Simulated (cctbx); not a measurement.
## Which space group?

Cell: a = 4.2020 Å, b = 4.2020 Å, c = 9.8100 Å, α = 90.00°, β = 90.00°, γ = 90.00°. Expected content of the cell: Pt4 Ce2 Ti4.

The data are simulated with cctbx, not measured: Ga Kα, λ = 1.3414 Å, to d = 0.8 Å, 95 % of the full sphere, strongest reflection 40000 counts, noise from counting, a 6 % proportional error and a noise floor of 4 counts (s.d.); no absorption.

A first pass over the reflections prints:

```text
1339 reflections to d = 0.802 A
centring   violations  <I/sigma> of those
    A        326 of   658      7.2
    B        326 of   662      7.1
    C        340 of   668      6.8
    I          0 of   666      0.0
    R        444 of   902      7.3
    F        496 of   994      7.1
Laue class    unique    Rint  (classes that these axes allow; Friedel mates merged)
I 1 2/m 1         204   0.040
I 1 1 2/m         192   0.042
I 2/m 1 1         204   0.042
I m m m           122   0.044
I 4/m              99   0.046
I 4/m m m          72   0.047
space group    extra absences  I>4sigma  <I/sigma>
I 4 2 2                 0          0         -  acentric
I 4 m m                 0          0         -  acentric
I -4 m 2                0          0         -  acentric
I -4 2 m                0          0         -  acentric
I 4/m m m               0          0         -  centric
Wilson B = 1.70 A^2   <|E^2-1|> = 0.750 (0.968 centric, 0.736 acentric)   E^2>4: 0.0 %
shell (A)         n   <I/sigma>
 4.91 - 1.45     15     32.6
 1.45 - 1.16     12     40.2
 1.16 - 1.01     12     42.5
 1.01 - 0.92     12     40.2
 0.92 - 0.86      9     43.0
 0.86 - 0.81     12     41.6
```

**Question.** What are the lattice type, the Laue class and the likely space group?

The reflections that I centring forbids are absent (⟨I/σ⟩ near 0), so the lattice is I.

Rint stays low (0.040 to 0.047) up to I 4/m m m, the highest class in these axes.

5 settings pass the absence test. No glide or screw absences show, which leaves I 4 2 2, I 4 m m, I -4 m 2, I -4 2 m and I 4/m m m.

⟨|E²−1|⟩ = 0.750 leans to a non-centrosymmetric structure. Here that hint misleads: the statistic assumes many like atoms on general positions, and few, heavy or special-position atoms break it. The Wilson B of 1.70 Å² means U ≈ 0.0215 Å².

The true group is I4/mmm (no. 139), Laue class 4/mmm, centrosymmetric. The tables only narrow the choice to the tied entries; cell content, site symmetry and trial solutions must settle it.

This is a model crystal, built by substitution and not relaxed, with assumed displacement parameters.

[Logs are printed without paths, hosts, clocks, repeated set-up lines and the standing remarks that a program may print on its own settings, such as how far it seeks lower states.]
